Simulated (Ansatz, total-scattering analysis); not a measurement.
## formic acid: neutron diffraction with isotope substitution

Two samples of formic acid (18 formic acid; O 40.0, C 20.0, H 40.0 atom %; 360 K, fixed volume (mean pressure 0.6 GPa); ρ₀ = 0.0798 Å⁻³) differ only in the isotope of H: D (b = 6.6681 fm) and H (b = -3.7395 fm). Other lengths: O 5.8037, C 6.6472 fm. The data are simulated by ab initio molecular dynamics with Ansatz (revPBE-D3(BJ), plane waves, PAW default files, Langevin thermostat, no spin, fixed volume, H with the mass of D). The average runs over 0.52 ps of 90 atoms, so shells between rare elements are rough. Mean temperature 359 K, largest m.s.d. 1.00 Å², energy drift +5 meV an atom (last third less first, no steady trend), Langevin friction 10 ps⁻¹; the first quarter of the run is discarded. Preparation: last frame of a classical run of this cell, a melt at this density, then 0.3 ps at 360 K with a cheaper basis and a friction of 10 ps⁻¹ (mean temperature of the first stage 375 K), too short to forget the start in full. So short a stretch relaxes bonds and nearest shells but still remembers its start. It is a liquid as far as so short a run tells. The partials come from the cell's reciprocal vectors below 4 Å⁻¹ and from g(r) above; absorption, incoherent and inelastic scattering are left out. F(Q) = Σ ci cj bi bj (Sij − 1), in barn per steradian and atom:

```
Q (Å⁻¹)      2H      1H  difference
    0.9  -0.268  -0.249      -0.019
    1.2  -0.137  -0.187       0.050
    1.5   0.070  -0.077       0.147
    1.8   0.341   0.087       0.254
    2.1   0.188   0.085       0.102
    2.4   0.016   0.102      -0.086
    2.7  -0.080  -0.022      -0.058
    3.0  -0.070  -0.060      -0.010
    3.3  -0.084  -0.094       0.010
    3.6  -0.073  -0.042      -0.031
    3.9  -0.043  -0.026      -0.017
    4.2  -0.058  -0.023      -0.035
    4.5  -0.082  -0.016      -0.066
    4.8  -0.092   0.009      -0.102
    5.1  -0.067   0.042      -0.108
    5.4  -0.028   0.063      -0.091
    5.7   0.000   0.065      -0.064
    6.0   0.023   0.053      -0.030
    6.3   0.045   0.034       0.011
    6.6   0.061   0.009       0.052
    6.9   0.071  -0.014       0.086
    7.2   0.073  -0.030       0.103
    7.5   0.055  -0.038       0.093
    7.8   0.020  -0.039       0.059
    8.1  -0.011  -0.035       0.024
    8.4  -0.025  -0.030       0.005
    8.7  -0.028  -0.022      -0.006
    9.0  -0.025  -0.007      -0.018
    9.3  -0.022   0.006      -0.028
    9.6  -0.019   0.010      -0.029
    9.9  -0.017   0.007      -0.025
   10.2  -0.011   0.010      -0.021
   10.5  -0.004   0.015      -0.019
   10.8  -0.002   0.020      -0.021
```

The first difference in real space, ΔG(r), in barn (from the pair functions, so without the broadening of a finite Q range):

| r (Å) | first difference G(r) |
| --- | --- |
| 0.50 | -0.351 |
| 0.58 | -0.351 |
| 0.66 | -0.351 |
| 0.74 | -0.351 |
| 0.82 | -0.351 |
| 0.90 | -0.325 |
| 0.98 | 2.058 |
| 1.06 | 1.564 |
| 1.14 | 1.147 |
| 1.22 | -0.336 |
| 1.30 | -0.351 |
| 1.38 | -0.346 |
| 1.46 | -0.317 |
| 1.54 | -0.246 |
| 1.62 | -0.203 |
| 1.70 | -0.174 |
| 1.78 | -0.163 |
| 1.86 | 0.097 |
| 1.94 | 0.384 |
| 2.02 | 0.562 |
| 2.10 | 0.138 |
| 2.18 | -0.218 |
| 2.26 | -0.169 |
| 2.34 | -0.104 |
| 2.42 | -0.080 |
| 2.50 | -0.069 |
| 2.58 | -0.122 |
| 2.66 | -0.130 |
| 2.74 | -0.113 |
| 2.82 | -0.033 |
| 2.90 | -0.034 |
| 2.98 | -0.062 |
| 3.06 | -0.063 |
| 3.14 | -0.063 |
| 3.22 | -0.075 |
| 3.30 | -0.048 |
| 3.38 | -0.028 |
| 3.46 | -0.022 |
| 3.54 | -0.004 |

Q: What does the difference say of the neighbours of H?

Pairs without H cancel. ΔG(r) = Σ W [g(r) − 1] with W = 2 c(H) c(j) b(j) Δb, and c(H)² (b₁² − b₂²) for H–H: H–O 0.1933, H–C 0.1107, H–H 0.0488 barn. At small r, ΔG → −ΣW = -0.353; in this finite cell the H–H term carries (N − 1)/N with N = 36 atoms of H, which gives -0.351.

The first feature holds O–H (1.00 Å, 0.5 neighbours by the coordinates) and C–H (1.10 Å, 0.5 neighbours by the coordinates) together, so its area gives only their weighted sum.

Shells of H from the coordinates: O–H at 1.00 Å, 0.5 neighbours to 1.26 Å; C–H at 1.10 Å, 0.5 neighbours to 1.42 Å; H–H at 2.85 Å, 3.4 neighbours to 3.20 Å, a soft count (first peaks with a usable minimum only). Counts average over all H, whatever molecule they sit on, and second peaks of a pair (H two bonds away, hydrogen bonds) add features between 1.5 and 2.5 Å that aren't listed. The structure is taken to be the same for both isotopes, which holds least well for H and D.

[Logs are printed without paths, hosts, clocks, repeated set-up lines and the standing remarks that a program may print on its own settings, such as how far it seeks lower states.]
